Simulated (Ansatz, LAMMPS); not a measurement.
**Energy and forces of liquid Cu47Zr53 (at. %) at 1980 K (62 atoms)**

Aim: energy, forces and density of states of liquid Cu47Zr53 (at. %) at 1980 K (62 atoms) at a fixed geometry.

Program: Ansatz 0.2.0. Level of theory: Kohn-Sham DFT, PBE, PAW (set soft_2), plane waves. Results are calculated unless marked as measured.

## 1. The starting structure

The cell holds 62 atoms: 29 Cu and 33 Zr. Cell: a = 10.767 Å, b = 10.767 Å, c = 10.767 Å, α = 90.0°, β = 90.0°, γ = 90.0°. 62 atoms (29 Cu, 33 Zr) placed at random at 6.55 g/cm³, melted at 2200 K for 10 ps at fixed volume with the Finnis-Sinclair Cu-Zr potential (Mendelev, file CuZr_mm.eam.fs of the LAMMPS distribution). Snapshot at the end of a hold of 10 ps at 1980 K and zero pressure.

What the set-up can't give: The network of bonds at the start is that of the classical potential that made the cell, and needn't be the one that DFT or experiment would give. The electron count is odd and the run has no spin polarisation.

## 2. Making the structure

A classical potential makes the cell, at a small fraction of what the same run would cost in DFT.

This step: classical MD, Finnis-Sinclair Cu-Zr potential (Mendelev, file CuZr_mm.eam.fs of the LAMMPS distribution) (LAMMPS 22 Jul 2025 - Update 4).

Contents of in.lmp:

```
# melt-quench of Cu29Zr33
units metal
atom_style atomic
boundary p p p
region box block 0 10.7139 0 10.7139 0 10.7139
create_box 2 box
mass 1 63.5460   # Cu
mass 2 91.2240   # Zr
create_atoms 1 random 29 119241 NULL overlap 1.95 maxtry 2000
create_atoms 2 random 33 119248 NULL overlap 1.95 maxtry 2000
pair_style eam/fs
pair_coeff * * CuZr_mm.eam.fs Cu Zr
neigh_modify delay 0 every 1 check yes
thermo_style custom step time temp pe press density
thermo_modify norm yes
timestep 0.002
thermo 100
min_style cg
minimize 1e-4 1e-4 200 2000
reset_timestep 0
velocity all create 2200 119242 mom yes dist gaussian
fix lim all nve/limit 0.05
fix lan all langevin 2200 2200 0.2 119243 zero yes
thermo 500
run 1000 post no
unfix lim
unfix lan
thermo 833
fix md all nvt temp 2200 2200 0.2
run 5000 post no
unfix md
thermo 833
fix md all npt temp 2200 1980 0.2 iso 0 0 2
run 2500 post no
unfix md
compute msd all msd com yes
thermo 1250
fix md all npt temp 1980 1980 0.2 iso 0 0 2
run 5000 post no
print "== T1980: mean square displacement over the hold $(c_msd[4]:%.2f) A^2"
unfix md
uncompute msd
write_dump all custom T1980.dump id type xs ys zs modify sort id
```

Launch:

```bash
$ lmp -in in.lmp -log none -nocite
```

Numbers of over 12 decimals in the logs are rounded to 6 here.

What it wrote:

```text
LAMMPS (22 Jul 2025 - Update 4)
Created orthogonal box = (0 0 0) to (10.7139 10.7139 10.7139)
Created 29 atoms
Created 33 atoms
   Step          Time           Temp          PotEng         Press         Density
         0   0              0             -2.556609       367525.62      6.5529493
        85   0.17           0             -4.849175      -67830.224      6.5529493
Loop time of 0.0350935 s on 1 MPI rank(s) for 85 steps with 62 atoms
Minimization stats:
  Stopping criterion = energy tolerance
  Energy initial, next-to-last, final =
     -2.55660901749838  -4.84876910425314  -4.84917498597027
  Force two-norm initial, final = 100.16142 0.41292498
[... 15 lines left out ...]
Loop time of 1.29357 s on 1 MPI rank(s) for 5000 steps with 62 atoms
   Step          Time           Temp          PotEng         Press         Density
[... 5 lines left out ...]
Loop time of 0.682259 s on 1 MPI rank(s) for 2500 steps with 62 atoms
   Step          Time           Temp          PotEng         Press         Density
[... 2 lines left out ...]
     10000   20             1859.0592     -4.5923965      33513.16       6.954545
     11250   22.5           2108.992      -4.6109454      6363.3628      6.7427246
     12500   25             2000.2373     -4.5879731      15838.349      6.72234
     13500   27             2212.7245     -4.5611146     -16150.17       6.4559036
Loop time of 1.3852 s on 1 MPI rank(s) for 5000 steps with 62 atoms
== T1980: mean square displacement over the hold 24.02 A^2
```

Wall time 3.8 s (1 thread of Intel Xeon Platinum 8259CL at 2.50GHz (Skylake/Cascade Lake), shared host); peak memory 0.08 GiB.

## 3. Plane-wave single point

The electrons are solved once, with the atoms held.

Contents of input.yaml:

```yaml
crystal:
  lattice:
    - [10.76732, 0.0, 0.0]
    - [0.0, 10.76732, 0.0]
    - [0.0, 0.0, 10.76732]
  atoms:
    - { symbol: Cu, position: [0.72864, 0.22564, 0.71549] }
    - { symbol: Cu, position: [0.55322, 0.15157, 0.51508] }
    - { symbol: Cu, position: [0.76601, 0.391, 0.22673] }
    - { symbol: Cu, position: [0.95436, 0.68602, 0.01243] }
    - { symbol: Cu, position: [0.87645, 0.46324, 0.38929] }
    - { symbol: Cu, position: [0.45063, 0.36674, 0.39154] }
    - { symbol: Cu, position: [0.39213, 0.17539, 0.03952] }
    - { symbol: Cu, position: [0.1513, 0.81761, 0.57544] }
    - { symbol: Cu, position: [0.6814, 0.0066, 0.6602] }
    - { symbol: Cu, position: [0.92246, 0.17661, 0.70239] }
    - { symbol: Cu, position: [0.32807, 0.22427, 0.54187] }
    - { symbol: Cu, position: [0.14371, 0.19491, 0.4] }
    - { symbol: Cu, position: [0.52478, 0.72152, 0.09478] }
    - { symbol: Cu, position: [0.54916, 0.80036, 0.89593] }
    - { symbol: Cu, position: [0.36447, 0.2542, 0.26775] }
    - { symbol: Cu, position: [0.81524, 0.63941, 0.21247] }
    - { symbol: Cu, position: [0.68469, 0.47738, 0.42087] }
    - { symbol: Cu, position: [0.02606, 0.1158, 0.95181] }
    - { symbol: Cu, position: [0.26459, 0.6007, 0.593] }
    - { symbol: Cu, position: [0.10082, 0.95778, 0.36452] }
    - { symbol: Cu, position: [0.52954, 0.89334, 0.47402] }
    - { symbol: Cu, position: [0.17412, 0.63436, 0.14901] }
    - { symbol: Cu, position: [0.63124, 0.63152, 0.74917] }
    - { symbol: Cu, position: [0.46022, 0.5681, 0.42648] }
    - { symbol: Cu, position: [0.30573, 0.95804, 0.7202] }
    - { symbol: Cu, position: [0.59839, 0.74939, 0.3174] }
    - { symbol: Cu, position: [0.38111, 0.29738, 0.81443] }
    - { symbol: Cu, position: [0.26262, 0.99553, 0.15303] }
    - { symbol: Cu, position: [0.83867, 0.72029, 0.78206] }
    - { symbol: Zr, position: [0.8769, 0.90558, 0.52796] }
    - { symbol: Zr, position: [0.09781, 0.60629, 0.83325] }
    - { symbol: Zr, position: [0.37742, 0.504, 0.16121] }
    - { symbol: Zr, position: [0.22757, 0.10034, 0.9009] }
    - { symbol: Zr, position: [0.13171, 0.20467, 0.18996] }
    - { symbol: Zr, position: [0.03558, 0.86964, 0.82724] }
    - { symbol: Zr, position: [0.50043, 0.96466, 0.1082] }
    - { symbol: Zr, position: [0.62894, 0.28954, 0.99545] }
    - { symbol: Zr, position: [0.29414, 0.81159, 0.99345] }
    - { symbol: Zr, position: [0.77587, 0.05922, 0.89858] }
    - { symbol: Zr, position: [0.50843, 0.43814, 0.63698] }
    - { symbol: Zr, position: [0.118, 0.36639, 0.64647] }
    - { symbol: Zr, position: [0.34745, 0.01807, 0.43752] }
    - { symbol: Zr, position: [0.97673, 0.47444, 0.1246] }
    - { symbol: Zr, position: [0.94157, 0.35231, 0.86706] }
    - { symbol: Zr, position: [0.41858, 0.56351, 0.89732] }
    - { symbol: Zr, position: [0.19461, 0.45019, 0.34989] }
    - { symbol: Zr, position: [0.84854, 0.25019, 0.47173] }
    - { symbol: Zr, position: [0.99601, 0.59507, 0.55797] }
    - { symbol: Zr, position: [0.00286, 0.71163, 0.32173] }
    - { symbol: Zr, position: [0.51246, 0.07052, 0.81575] }
    - { symbol: Zr, position: [0.1992, 0.37507, 0.96418] }
    - { symbol: Zr, position: [0.10337, 0.07147, 0.62263] }
    - { symbol: Zr, position: [0.39764, 0.75848, 0.64083] }
    - { symbol: Zr, position: [0.62527, 0.18359, 0.26472] }
    - { symbol: Zr, position: [0.29061, 0.78768, 0.34298] }
    - { symbol: Zr, position: [0.86788, 0.20141, 0.11569] }
    - { symbol: Zr, position: [0.65467, 0.6481, 0.55028] }
    - { symbol: Zr, position: [0.73525, 0.9499, 0.25105] }
    - { symbol: Zr, position: [0.00653, 0.89681, 0.10875] }
    - { symbol: Zr, position: [0.78806, 0.4455, 0.66357] }
    - { symbol: Zr, position: [0.70363, 0.55081, 0.98713] }
    - { symbol: Zr, position: [0.75658, 0.84482, 0.98453] }
kpoints:
  mp_grid: { grid: [2, 2, 2] }
hamiltonian:
  xc: pbe
scf:
  occupations: { method: cold, width: 0.15 }
output:
  forces: true
  stress: true
  populations: intrinsic
  dos:
    method: { smearing: { sigma: 0.1 } }
    de: 0.1
    projected: { site_lists: { Cu: [Cu], Zr: [Zr] } }
  eigenvalues: true
  write_density: true
  write_potential: true
  volumetric_format: npy
```

Launch:

```bash
$ ansatz run input.yaml --threads 8 --pin off --max-ram 15872MiB --backend cpu --events-out ev --progress --plain --runs-dir out
```

What it wrote:

```text
Engine: ansatz 0.2.0, x86_64-unknown-linux-gnu
Pseudopotentials: kind: paw
Pseudopotential: Cu, paw, valence charge 19, recommended cutoff 420 eV (normal), Cu.paw.azcp
Pseudopotential: Zr, paw, valence charge 12, recommended cutoff 420 eV (normal), Zr.paw.azcp
[... 5 lines on functional and potentials left out ...]
Crystal: 62 atoms, lattice volume = 1248.311 Å³
Basis set: ecut = 420 eV, 24303 PW (Γ), exchange–correlation on 144×144×144 points (8 copies of the dense FFT grid, shifted against one another)
Bands: 569, of which v1, the nominal top of the filled ones, is band 474 counted from 1 (473 counted from 0)
Symmetry: 1 space group operations
Space group: P1 (ITA 1), of the structure as read, at distance tolerance 1.1e-4 Å
k-points: 8
[... 5 lines on functional and potentials left out ...]
Initial density: superposition of atomic densities (neutral atoms: chi_scale 0, normalization atom), corrected by the library's trained network
Initial wavefunctions: pseudopotential atomic-orbital guess
Functional: x = pbe(κ = 0.804, μ = 0.219515), c = pbe(β = 0.066725)
SCF iter   1: F=—  HF=-330175.208188 eV  |F-HF|=—  |Δ(HF+E_count)|=         —  Δρ=6.37e-3  dr2=1.80e0  ethr=1.77e-3  ⟨swp⟩=5.1  Hψ=14166  notcnv=0
preconditioner: auto → Kerker (q_TF=auto, 2.606 Å⁻¹)  [metal: Δε(μ)=0.001 eV  Ē_g=4.414 eV  σ=0.150 eV  W_gap=0.01  n_scr=364 (ndim 8)  ℏωp=22.3 eV  f_vac=0.000  D(μ)=65.69/eV (n_scr^D=618)]
SCF iter   2: F=—  HF=-330175.127791 eV  |F-HF|=—  |Δ(HF+E_count)|=   8.04e-2  S|Δr|=    0.00e0  Δρ=3.10e-3  dr2=4.64e-1  ethr=1.90e-4  ⟨swp⟩=1.0  Hψ=5240  notcnv=0
SCF iter   3: F=—  HF=-330175.100709 eV  |F-HF|=—  |Δ(HF+E_count)|=   2.71e-2  S|Δr|=    0.00e0  Δρ=2.07e-3  dr2=5.03e-2  ethr=4.90e-5  ⟨swp⟩=2.0  Hψ=5727  notcnv=0
SCF iter   4: F=—  HF=-330175.093047 eV  |F-HF|=—  |Δ(HF+E_count)|=   7.66e-3  S|Δr|=    0.00e0  Δρ=5.49e-4  dr2=6.53e-3  ethr=5.31e-6  ⟨swp⟩=2.0  Hψ=7781  notcnv=0
SCF iter   5: F=—  HF=-330175.092245 eV  |F-HF|=—  |Δ(HF+E_count)|=   8.01e-4  S|Δr|=    0.00e0  Δρ=1.61e-4  dr2=4.87e-4  ethr=6.90e-7  ⟨swp⟩=2.0  Hψ=5863  notcnv=0
SCF iter   6: F=—  HF=-330175.092090 eV  |F-HF|=—  |Δ(HF+E_count)|=   1.55e-4  S|Δr|=    0.00e0  Δρ=1.35e-4  dr2=1.72e-4  ethr=5.14e-8  ⟨swp⟩=2.0  Hψ=7841  notcnv=0
SCF iter   7: F=—  HF=-330175.092095 eV  |F-HF|=—  |Δ(HF+E_count)|=   5.58e-6  S|Δr|=    0.00e0  Δρ=5.04e-5  dr2=3.47e-5  ethr=1.81e-8  ⟨swp⟩=2.0  Hψ=7832  notcnv=0
SCF iter   8: F=—  HF=-330175.093632 eV  |F-HF|=—  |Δ(HF+E_count)|=   1.54e-3  S|Δr|=    0.00e0  Δρ=1.59e-5  dr2=6.07e-6  ethr=3.67e-9  ⟨swp⟩=2.0  Hψ=7917  notcnv=0
SCF iter   9: F=—  HF=-330175.093632 eV  |F-HF|=—  |Δ(HF+E_count)|=   1.76e-7  S|Δr|=    0.00e0  Δρ=1.23e-5  dr2=1.74e-6  ethr=6.41e-10  ⟨swp⟩=2.0  Hψ=7838  notcnv=0
SCF iter  10: F=—  HF=-330175.093631 eV  |F-HF|=—  |Δ(HF+E_count)|=   2.53e-7  S|Δr|=    0.00e0  Δρ=5.85e-6  dr2=5.49e-7  ethr=1.84e-10  ⟨swp⟩=2.0  Hψ=7831  notcnv=0
SCF iter  11: F=—  HF=-330175.093631 eV  |F-HF|=—  |Δ(HF+E_count)|=   3.41e-8  S|Δr|=    0.00e0  Δρ=2.40e-6  dr2=1.16e-7  ethr=5.80e-11  ⟨swp⟩=2.0  Hψ=7626  notcnv=0
SCF iter  12: F=-330175.093631 eV  HF=-330175.093631 eV  |F-HF|=8.45e-8  |Δ(HF+E_count)|=   3.84e-9  S|Δr|=    0.00e0  Δρ=2.80e-6  dr2=7.73e-8  ethr=1.06e-11  ⟨swp⟩=11.4  Hψ=28468  notcnv=0
SCF 1 converged in 12 iterations: F = -330175.093631 eV  dr2 = 7.73e-8
  greatest PAW one-centre occupation: 1.000 electrons in one spin orbital (limit 2), on the Cu atom at site 1 (counted from 0), in its partial waves of l = 0
SCF converged after 12 iterations
Stability not checked: this state was not tested for a lower state beside it, because cold or Methfessel-Paxton smearing, or corrected tetrahedra, fill the levels in a way that the test cannot read (fill_not_monotonic; see scf.lower_state_search)
Free energy (F): -330175.093631 eV
Harris-Foulkes:  -330175.093631 eV  (|F-HF|=8.45e-8)
Internal energy: -330175.095425 eV  (E = F + TS)
E sigma→0 (E₀):  -330175.094229 eV
Entropy (-TS):   0.001794 eV (0.029 meV/atom)
Fermi energy:    12.818588 eV
Step filling:    the computed levels leave a gap of 0.0004 eV = 0.0 smearing widths at the electron count; against every level under it full and every level over it empty, smearing changes F+E_penalty+E_count by +8.696 meV and its σ→0 estimate by +8.098 meV
--- Per-component energies (eV) ---
  E_band       = -16458.909186
  E_kinetic    = 19629.588750
  E_local      = -186792.333872  (includes V_loc(G=0)·N_el)
  E_nonlocal   = 13874.915726
  E_hartree    = 81035.783506
  E_xc         = -7901.508076
  E_vxc        = -9610.722318  (∫ρ·V_xc dr)
  E_paw        = -145638.025311  (= ΣΔE_a)
  E_vpaw       = -15631.869892  (= ΣTr[D̂ρ^β])
  E_aug_tail   = 0.008957  (compensation charges beyond the density's cutoff)
  E_ewald      = -104383.525105
  E_smearing   = 0.001794  (= −TS)
  E_closure    = 0.000000  (closes the sum)
  Σ components = -330175.093631   (vs F -330175.093631, Δ=0.00e0)
--- Forces (eV/Å), atoms counted from 1 ---
  atom   1  Cu    -3.10509565     0.21774442     0.09569769
  atom   2  Cu     0.41914351     0.23200374     0.31725510
  atom   3  Cu    -1.31071695     0.12825614    -1.13661064
  atom   4  Cu    -0.36064464    -0.14851534    -0.17309850
  atom   5  Cu     3.62671183     1.27018932    -0.31186655
  atom   6  Cu     2.09765103     0.66722599     2.22269883
  atom   7  Cu     0.72212940     1.08117297     0.89382913
  atom   8  Cu    -0.15468763     0.08905506    -0.29574882
  atom   9  Cu     0.20310994    -0.44662604    -0.79771516
  atom  10  Cu     1.00350106    -0.53639334     0.03524583
  atom  11  Cu     0.11013949     1.04238325     0.76028207
  atom  12  Cu     0.09466557    -0.00765681     3.01465958
  atom  13  Cu    -0.02594659    -0.90334701     0.97038748
  atom  14  Cu    -1.24075952     0.30469274    -1.61816288
[...]
atom  61  Zr     0.68295647     0.60116569    -0.06059615
  atom  62  Zr     0.08570130    -2.38705708     1.20751720
  max |Σ_I F_I| component: 6.92e-5 eV/Å
--- Stress (GPa, compression-positive) ---
       -1.370911       0.126123       0.466768
        0.126123      -0.889308       2.061702
        0.466768       2.061702      -2.956327
  P = ⅓ Tr σ = -1.7388 GPa (-17.388 kbar)
--- Band table (eV; the first three rows and the last of 8) ---
  k-point 0: bands = ["-100.8770", "-100.6691", "-100.4707", "-100.4533", [... 553 levels ...], "15.7919", "15.8077", "15.8439", "15.8931", "15.9562", "15.9881", "16.0113", "16.0396", "16.1069", "16.1374", "16.1695", "16.1999"]
[...]
--- intrinsic populations: 62 sites ---
  site symbol       q [e]
     0     Cu     18.7185
     1     Cu     18.8568
     2     Cu     18.7473
[...]
61     Zr     12.3646
  spilling = -0.000000 (of n_electrons = 947.000000)
```

Elapsed: 2.6 min, on 8 threads of Intel Xeon Platinum 8259CL at 2.50GHz (Skylake/Cascade Lake), shared host; peak memory 11 GiB.

The program notes that it cut back its work space to fit the memory limit.

Numbers from this run:

| Item | Value |
| --- | --- |
| free energy | -330175.0936 eV |
| free energy per atom | -5325.4047 eV/atom |
| SCF cycles | 12 |
| pressure | -1.739 GPa |
| r.m.s. force component | 1.122 eV/Å |
| longest force | 5.336 eV/Å |
| Fermi energy | 12.82 eV |
| levels partly filled by over 2 per cent | 79 |

Neighbours are counted within 3.83 Å (Zr-Zr), 3.83 Å (Zr-Cu), 3.12 Å (Cu-Cu), cutoffs set anew for this text.

Length of the force by element and coordination:

```csv
element,coordination,atoms,mean length of the force (eV/Å),spread,least,most
Cu,all,29,1.81,1.22,0.268,4.49
Cu,7,1,0.936,0,0.936,0.936
Cu,8,2,0.642,0.132,0.511,0.774
Cu,9,9,2.57,1.36,0.268,4.49
Cu,10,15,1.68,1.01,0.427,3.86
Cu,11,1,1.58,0,1.58,1.58
Cu,12,1,0.345,0,0.345,0.345
Zr,all,33,1.45,0.897,0.455,5.34
Zr,10,5,1.20,0.235,0.868,1.49
Zr,11,4,1.57,0.440,1.07,2.23
Zr,12,11,1.80,1.37,0.590,5.34
Zr,13,9,1.15,0.483,0.455,1.93
Zr,14,2,1.37,0.223,1.15,1.60
Zr,15,2,1.31,0.169,1.14,1.48
```

Density of states as counts of states in windows of 1 eV (from the Fermi level), total and the larger projections:

```csv
from (eV),to (eV),total,Cu d,Zr d,Zr s,Cu s
-18,-7,0.0,0.0,0.0,0.0,0.0
-7,-6,3.5,0.2,0.1,1.2,1.9
-6,-5,10.1,1.0,0.8,3.0,5.0
-5,-4,46.8,29.4,6.0,4.0,6.9
-4,-3,158.4,132.5,14.2,5.5,5.1
-3,-2,118.7,98.3,10.8,4.9,3.6
-2,-1,46.7,12.2,24.1,5.5,2.9
-1,0,63.9,6.2,47.1,4.1,2.3
0,1,62.9,3.9,48.8,2.9,2.0
1,2,53.8,2.3,42.5,2.3,1.7
```

Between -26 and -18 eV lie 2 more states.

The stored curve holds about 450 of the 947 electrons; the rest, give or take the few that broadening carries across the Fermi level, lie in deeper levels below its range.

The levels nearest the highest filled one (over half full), pooled over k-points and spins:

```csv
level less the highest filled one (eV),occupation
-0.0236,1.25
-0.0148,1.16
-0.013,1.14
-0.0113,1.12
-0.0031,1.04
0,1.01
0.0054,0.957
0.0084,0.928
0.0166,0.85
0.0174,0.843
0.0178,0.839
0.0234,0.788
```

(Continued in part 2 of 2.)

[Logs are printed without paths, hosts, clocks, repeated set-up lines and the standing remarks that a program may print on its own settings, such as how far it seeks lower states.]

[Hosts, paths, dates, database ids (printed as entryN), source tags and the programs' standing remarks are cut or masked in the printed files.]
